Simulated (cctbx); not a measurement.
**Lattice, Laue class and space group of a new crystal**

Cell: a = 5.5260 Å, b = 9.2330 Å, c = 11.1450 Å, α = 90.00°, β = 90.00°, γ = 90.00°. Expected content of the cell: Y2 Br10 Fe2.

Simulated single-crystal data (cctbx): Mo Kα, λ = 0.71073 Å, to d = 0.65 Å, 80 % of the full sphere, strongest reflection 5000 counts, noise from counting, a 4 % proportional error and a noise floor of 4 counts (s.d.); no absorption, some extinction.

A first pass over the reflections prints:

```text
7004 reflections to d = 0.650 A
centring   violations  <I/sigma> of those
    A       1072 of  3502      3.4
    B       1121 of  3495      3.6
    C       1107 of  3509      3.5
    I          1 of  3582     -0.0
    R       1559 of  4685      3.9
    F       1650 of  5253      3.5
Laue class    unique    Rint  (classes that these axes allow; Friedel mates merged)
I 1 2/m 1        1129   0.051
I 1 1 2/m        1118   0.052
I 2/m 1 1        1163   0.052
I m m m           641   0.056
space group    extra absences  I>4sigma  <I/sigma>
I 2 2 2                 0          0         -  acentric
I 21 21 21              0          0         -  acentric
I m m 2                 0          0         -  acentric
I 2 m m                 0          0         -  acentric
I m 2 m                 0          0         -  acentric
I m m m                 0          0         -  centric
Wilson B = 0.79 A^2   <|E^2-1|> = 0.768 (0.968 centric, 0.736 acentric)   E^2>4: 1.1 %
shell (A)         n   <I/sigma>
 7.11 - 1.30     93     23.3
 1.30 - 1.03     85     21.9
 1.03 - 0.90     81     20.3
 0.90 - 0.82     81     16.9
 0.82 - 0.76     72     16.4
 0.76 - 0.72     77     14.0
 0.72 - 0.68     77     11.8
 0.68 - 0.65     75     12.7
```

Q: Read the symmetry from these tables.

The reflections that I centring forbids are absent (⟨I/σ⟩ near 0), so the lattice is I.

Rint stays low (0.051 to 0.056) up to I m m m, the highest class in these axes.

6 settings pass the absence test. No glide or screw absences show, which leaves I 2 2 2, I 21 21 21, I m m 2, I 2 m m, I m 2 m and I m m m.

⟨|E²−1|⟩ = 0.768 leans to a non-centrosymmetric structure. Here that hint misleads: the statistic assumes many like atoms on general positions, and few, heavy or special-position atoms break it. The Wilson B of 0.79 Å² means U ≈ 0.0100 Å².

The true group is Immm (no. 71), Laue class mmm, centrosymmetric. The tables only narrow the choice to the tied entries; cell content, site symmetry and trial solutions must settle it.

The model was made for the exercise: a known structure type with other elements put in, its volume estimated, not relaxed; displacement parameters are assumed.

[Logs are printed without paths, hosts, clocks, repeated set-up lines and the standing remarks that a program may print on its own settings, such as how far it seeks lower states.]
